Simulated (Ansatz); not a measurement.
# Structural relaxation of random alloy of the monolayer 2H MoS2-WS2 line, x = 0.12 (75 atoms), part 2 of 2

Wanted: the relaxed structure of random alloy of the monolayer 2H MoS2-WS2 line, x = 0.12 (75 atoms) and its electronic structure.

Ansatz 0.2.0; Kohn-Sham DFT, PBE, PAW (set soft_2), plane waves.

The cell: 22 Mo, 50 S and 3 W. The host structure and its lattice constant were typed by rule, without a check against the phase diagram. Only the Γ point is sampled in the main run, in a cell whose shortest periodic width is 14 Å. Spin–orbit coupling is left out.

So far. Step 3 (Relaxation): The relaxation changed the energy by -8.73 meV/atom, and atoms moved by 0.033 Å r.m.s., 0.063 Å at most. Step 6 (K-mesh 2×2×1): Forces differ from those of the single point at the relaxed geometry by 2.1 meV/Å r.m.s.; the energy by -0.51 meV/atom and the gap by -0.17 eV. It took 8.7 s and 12 cycles; the reference's time can't be set against it, since the two runs asked for unlike analyses.

### 7. Functional HSE06

HSE06 mixes in a quarter of exact exchange at short range, which counters self-interaction, at a higher cost.

This step: Kohn-Sham DFT, HSE06, PAW (set soft_2), plane waves (Ansatz 0.2.0).

File input.yaml:

```yaml
crystal:
  lattice:
    - [15.9, 0.0, 0.0]
    - [-7.95, 13.7698, 0.0]
    - [0.0, 0.0, 18.5]
  atoms:
    [... the 75 atom lines of step 5 ...]
kpoints:
  mp_grid: { grid: [1, 1, 1] }
hamiltonian:
  xc: hse06
scf:
  occupations: { method: fermi_dirac, width: 0.025 }
output:
  forces: true
  populations: true
  dos:
    method: { smearing: { sigma: 0.08 } }
    de: 0.05
    projected: { site_lists: { Mo: [Mo], S: [S], W: [W] } }
  eigenvalues: true
```

Launch:

```
$ ansatz run input.yaml --threads 6 --pin off --max-ram 76800MiB --backend cuda --events-out ev --progress --plain --runs-dir out
```

Elapsed: 27 s, on 1 × NVIDIA H100 80GB HBM3 with 6 threads of AMD EPYC 7R13 (Zen 3), shared host; peak memory 3.1 GiB; 39 s of CPU time.

That memory is the host's; the program planned up to 10.2 GiB on the GPU.

Geometry and reference: those of the single point at the relaxed geometry.

Forces differ from those of the single point at the relaxed geometry by 248 meV/Å r.m.s.; the gap by +0.61 eV. It took 27 s and 32 cycles; the reference's time can't be set against it, since the two runs asked for unlike analyses.

Read from the output:

```
free energy                                      : -185428.2838 eV
free energy per atom                             : -2472.3771 eV/atom
SCF cycles                                       : 32
r.m.s. force component                           : 0.2491 eV/Å
longest force                                    : 0.5436 eV/Å
Fermi energy                                     : 0.2681 eV
gap (highest filled to lowest empty level) : 2.613 eV
spilling of the projection                       : 0.008596
```

Length of the force by element:

```
element  coordination  atoms  mean length of the force (eV/Å)  spread   least    most
     Mo           all     22                           0.0204  0.0103  0.0016   0.042
      S           all     50                            0.528  0.0083   0.513   0.544
      W           all      3                           0.0071  0.0011  0.0061  0.0086
```

Löwdin charges by element (they lack the spilled electrons, 0.074 e an atom on average):

```
element  coordination  atoms  mean charge (e)  spread   least     most
     Mo           all     22            0.380  0.0068   0.367    0.389
      S           all     50          -0.0914  0.0077  -0.104  -0.0832
      W           all      3            0.602  4.0e-4   0.601    0.602
```

Density of states as counts of states in windows of 1 eV (from the Fermi level), total and the larger projections:

```
from (eV)  to (eV)  total   S p  Mo d   S s
      -18      -17    0.9   0.0   0.0   0.5
      -17      -16   13.1   0.4   0.2   8.0
      -16      -15   37.9   1.3   2.1  30.7
      -15      -14   48.1   0.8   6.9  38.9
      -14       -8    0.0   0.0   0.0   0.0
       -8       -7   46.8  28.9  11.7   1.3
       -7       -6   30.9  20.0   8.1   0.8
       -6       -5   63.4  37.1  16.5   4.2
       -5       -4   56.9  37.6  15.3   0.8
       -4       -3   62.1  40.7  16.9   1.3
       -3       -2   63.7  40.0  18.7   0.7
       -2       -1   26.2   7.0  16.2   0.4
       -1        1    0.0   0.0   0.0   0.0
        1        2   61.2  19.1  36.5   0.4
```

The stored curve holds about 450 of the 650 electrons; the rest, give or take the few that broadening carries across the Fermi level, lie in deeper levels below its range.

The levels nearest the highest filled one (over half full), pooled over k-points and spins:

```
level less the highest filled one (eV)  occupation
                                -0.251           2
                                -0.246           2
                                -0.239           2
                                -0.236           2
                                -0.225           2
                                     0           2
                                  2.61           0
                                  2.62           0
                                  2.63           0
                                  2.63           0
                                  2.64           0
                                  2.64           0
```

### 8. Functional r2SCAN (500 eV)

The meta-GGA r2SCAN uses the kinetic energy density as well as the density and its gradient. Besides, the cutoff goes from 420 to 500 eV.

This step: Kohn-Sham DFT, r2SCAN, PAW (set soft_2), plane waves (Ansatz 0.2.0).

Changes to input.yaml since step 7:

```diff
@@ -10,3 +10,3 @@
 hamiltonian:
-  xc: hse06
+  xc: r2scan
 scf:
```

It took 8.8 s on 1 × NVIDIA H100 80GB HBM3 with 6 threads; peak memory 2.3 GiB; 13 s of CPU time.

That memory is the host's; the program planned up to 9 GiB on the GPU.

Geometry and reference: those of the single point at the relaxed geometry.

Forces differ from those of the single point at the relaxed geometry by 104 meV/Å r.m.s.; the gap by +0.12 eV. It took 8.8 s and 13 cycles; the reference's time can't be set against it, since the two runs asked for unlike analyses.

### 9. Functional PBEsol

PBEsol restores the gradient expansion of exchange for slowly varying densities and usually gives shorter bonds in solids than PBE.

This step: Kohn-Sham DFT, PBEsol, PAW (set soft_2), plane waves (Ansatz 0.2.0).

Changes to input.yaml since step 8:

```diff
@@ -10,3 +10,3 @@
 hamiltonian:
-  xc: r2scan
+  xc: pbesol
 scf:
```

Run time: 5.2 s. Hardware: 1 × NVIDIA H100 80GB HBM3 with 6 threads; peak memory 1.7 GiB.

That memory is the host's; the program planned up to 7.2 GiB on the GPU.

Geometry and reference: those of the single point at the relaxed geometry.

Forces differ from those of the single point at the relaxed geometry by 172 meV/Å r.m.s.

### 10. Cost against change

Differences are against the single point at the relaxed geometry (Kohn-Sham DFT, PBE, PAW (set soft_2), plane waves), whose r.m.s. force component is 0.0048 eV/Å. Energies are set beside the reference only for runs with its functional, potentials and electron count. Times are for 1 × NVIDIA H100 80GB HBM3 with 6 threads of AMD EPYC 7R13 (Zen 3), shared host. The reference's time includes grids, which some other runs skip.

```
                       run  Δ force, r.m.s. (meV/Å)  Δ energy (meV/atom)  Δ gap (eV)  cycles   time  host memory (GiB)  planned on the GPU (GiB)
                 reference                        -                    -           -      12  4.8 s                1.9                       7.2
              k-mesh 2×2×1                     2.06               -0.512      -0.174      12  8.7 s                3.9                        35
          functional HSE06                      248                    -       0.612      32   27 s                3.1                        10
functional r2SCAN (500 eV)                      104                    -       0.120      13  8.8 s                2.3                         9
         functional PBEsol                      172                    -     -0.0045      14  5.2 s                1.7                       7.2
```

### 11. Results

* energy change in the relaxation: -8.732 meV/atom
* r.m.s. displacement: 0.033 Å
* largest displacement: 0.063 Å
* free energy per atom: -2471.4171 eV/atom
* r.m.s. force component: 0.0048 eV/Å
* gap (highest filled to lowest empty level): 2 eV
* potential in mid-vacuum, over the Fermi level: 4.944 eV
* wall time of the 7 DFT runs: 71 s

In words: Relaxation lowers the energy by 8.73 meV/atom and moves atoms by 0.033 Å r.m.s.; the r.m.s. force component goes from 0.38 to 0.0048 eV/Å. By the final cutoffs no bond was broken or made. From the first step to the last the energy fell by 0.655 eV, and the largest move was 0.06 Å (S57). The S-W bonds change most in mean length: from 2.419 Å (spread 0.027) to 2.412 Å (spread 0.001). Counting bonds as in the table, all Mo atoms have 6, all S atoms have 3 and all W atoms have 6 bonded neighbours. The highest filled and lowest empty levels differ by 2.00 eV at Γ alone; the mesh holds the band edges only if they fold onto it, so the gap at this level can be narrower or closed, and states at the surface or the caps may set it. The potential stands 5.93 eV above the highest filled level over the upper face and 5.93 eV under the lower one, a reading of the ionisation potential at this level on the run's k-points.

Among the changes of functional, dispersion, potentials or spin set against this reference, functional HSE06 moves the forces most, by 248 meV/Å r.m.s. The gap changes by +0.61 eV with HSE06.

[Logs are printed without paths, hosts, clocks, repeated set-up lines and the standing remarks that a program may print on its own settings, such as how far it seeks lower states.]

[Hosts, paths, dates, database ids (printed as entryN), source tags and the programs' standing remarks are cut or masked in the printed files.]
